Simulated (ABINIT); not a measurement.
An input for ABINIT 10.8.3 (PbS (Galena)):

```
acell 3*1.0 Angstrom
rprim 
  0.000000000000 2.965750000000 2.965750000000
  2.965750000000 -0.000000000000 2.965750000000
  2.965750000000 2.965750000000 0.000000000000
ntypat 2
znucl 82 16
natom 2
typat 1 2
xred 
  0.000000000000 0.000000000000 0.000000000000
  0.500000000000 0.500000000000 0.500000000000
pp_dirpath "pseudos"
pseudos "Pb.upf, S.upf"
ecut 32
ngkpt 4 4 4
nshiftk 1
shiftk 0 0 0
kptopt 1
chksymbreak 0
istwfk *1
occopt 1
irdwfk 1
optdriver 3
nband 98
ecuteps 5
inclvkb 2
awtr 1
symchi 1
irdqps 1
gwcalctyp 28
nqptdm 7
qptdm 
  0.2500000000 0.0000000000 0.0000000000
  0.5000000000 0.0000000000 0.0000000000
  0.2500000000 0.2500000000 0.0000000000
  0.5000000000 0.2500000000 0.0000000000
  -0.2500000000 0.2500000000 0.0000000000
  0.5000000000 0.5000000000 0.0000000000
  -0.2500000000 0.5000000000 0.2500000000
indata_prefix "in"
outdata_prefix "out"
tmpdata_prefix "tmp"
```

The database entry behind the starting cell differs from later determinations by our own check (about 0.1 % short), so it need not match the best structure at ambient conditions.

```sh
OMP_NUM_THREADS=1 mpirun -n 4 abinit run.abi > log; mrgscr < mrgscr.stdin
```

Question: How long will it take on 4 MPI ranks of Arm Neoverse V1, shared host, and how much memory?

It took 22 s; on shared hardware allow 11 s to 44 s. Peak host memory was 0.69 GiB.

[Paths, hosts, dates, memory and timing lines, banners, echoed tables and standing remarks are left out of the program output.]

[Logs are printed without paths, hosts, clocks, repeated set-up lines and the standing remarks that a program may print on its own settings, such as how far it seeks lower states.]

[Runs of the session that timed out or met a known fault of the program may be left out.]

[Hosts, paths, dates, database ids (printed as entryN), source tags and the programs' standing remarks are cut or masked in the printed files.]

[G0W0 gaps are taken among the corrected bands and points alone; a level outside them can change the order at an edge.]

[Where Ansatz stands beside ABINIT at settings called matched, ABINIT's density can come from a denser mesh and the files from another edition; pairs whose starting gaps differed by over 0.03 eV were left out, so agreement reads better than it is.]
